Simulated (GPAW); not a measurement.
Consider La2O3 (P-3m1).

```cif
data_structure
_symmetry_space_group_name_H-M 'P 1'
_symmetry_Int_Tables_number 1
_cell_length_a 3.9308
_cell_length_b 3.9308
_cell_length_c 6.1120
_cell_angle_alpha 90.000
_cell_angle_beta 90.000
_cell_angle_gamma 120.000
_cell_volume 81.78
loop_
_atom_site_label
_atom_site_type_symbol
_atom_site_fract_x
_atom_site_fract_y
_atom_site_fract_z
_atom_site_occupancy
La1 La 0.33333 0.66667 0.24624 1
La2 La 0.66667 0.33333 0.75376 1
O3 O 0.00000 0.00000 0.00000 1
O4 O 0.33333 0.66667 0.64589 1
O5 O 0.66667 0.33333 0.35411 1
```

Absorber: atom 3, with 6 La at 2.72 Å (octahedral, site symmetry -3m). Method: GPAW, LDA, full core hole (charged cell), 15-atom cell with 6.8 Å between holes, 4×4×4 k points, dipole transitions, Gaussian full width 0.9 eV up to 4 eV, rising linearly to 3.5 eV at 25 eV, without spin-orbit coupling.

Q: Predict the near-edge structure at the O K edge.

Main maxima up to 24 eV above the zero (height): 1.5 eV (3.07), 6.0 eV (1.86), 9.5 eV (0.73) and 23.5 eV (1.10). A K edge sees empty p states on the absorber. The total-energy difference plus the lowest empty eigenvalue puts the zero at 534.61 eV. One term is added: -8.83 eV, since the hole is spin-paired here and a spin-polarised one costs that much less in the free atom (computed apart). The photon energy is then 525.78 eV. The functional and the charged cell's background leave an error in such absolute values: in the free atom LDA prices this hole 4.1 eV below PBE (computed apart), and PBE is itself good to a few eV.

The O K spectrum (energy from the lowest empty level; intensity scaled to a mean of 1 over the first 20 eV; polarised curves are means over the symmetry-equivalent atoms):

```tsv
E (eV)	isotropic	ε ⊥ c	ε ∥ c
-2.00	0.00	0.00	0.00
-1.25	0.00	0.00	0.00
-0.50	0.02	0.02	0.02
0.25	0.46	0.53	0.32
1.00	2.29	2.57	1.75
1.75	2.79	2.71	2.94
2.50	1.59	1.99	0.81
3.25	1.10	0.84	1.63
4.00	0.95	0.41	2.05
4.75	1.29	0.84	2.18
5.50	1.67	1.66	1.69
6.25	1.80	2.49	0.43
7.00	0.91	1.28	0.17
7.75	0.49	0.66	0.17
8.50	0.55	0.64	0.36
9.25	0.72	0.66	0.82
10.00	0.67	0.50	1.02
10.75	0.51	0.40	0.75
11.50	0.46	0.39	0.62
12.25	0.53	0.43	0.72
13.00	0.63	0.50	0.90
13.75	0.73	0.57	1.06
14.50	0.79	0.66	1.06
15.25	0.81	0.77	0.90
16.00	0.80	0.85	0.70
16.75	0.77	0.86	0.57
17.50	0.78	0.90	0.53
18.25	0.84	0.99	0.54
19.00	0.91	1.07	0.58
19.75	0.94	1.08	0.67
20.50	0.97	1.04	0.82
21.25	1.00	1.02	0.96
22.00	1.04	1.02	1.09
22.75	1.08	1.03	1.20
23.50	1.10	1.03	1.25
24.25	1.08	1.02	1.21
25.00	1.03	1.00	1.10
25.75	0.97	0.98	0.96
26.50	0.91	0.93	0.86
27.25	0.83	0.85	0.80
28.00	0.77	0.76	0.78
```

The crystal has 2 inequivalent O sites and not all are shown here, while a measurement adds them all. The mesh is coarse (0.28 Å⁻¹ between points), so small maxima may be mesh ripples. The structure is a computed Materials Project entry and may be a hypothetical form.

[Banner, clock and machine lines of the logs are left out without a mark of their own.]

[Logs are printed without paths, hosts, clocks, repeated set-up lines and the standing remarks that a program may print on its own settings, such as how far it seeks lower states.]

[Hosts, paths, dates, database ids (printed as entryN), source tags and the programs' standing remarks are cut or masked in the printed files.]

[Lists of maxima count a maximum above −3 eV only where it reaches 4 % of the highest in the window and stands out from its surroundings by 2 % of it (1.5 % where it reaches 55 %); shoulders and weaker maxima are passed over, and of the rest the first, up to two pre-edge ones and the few strongest are named.]
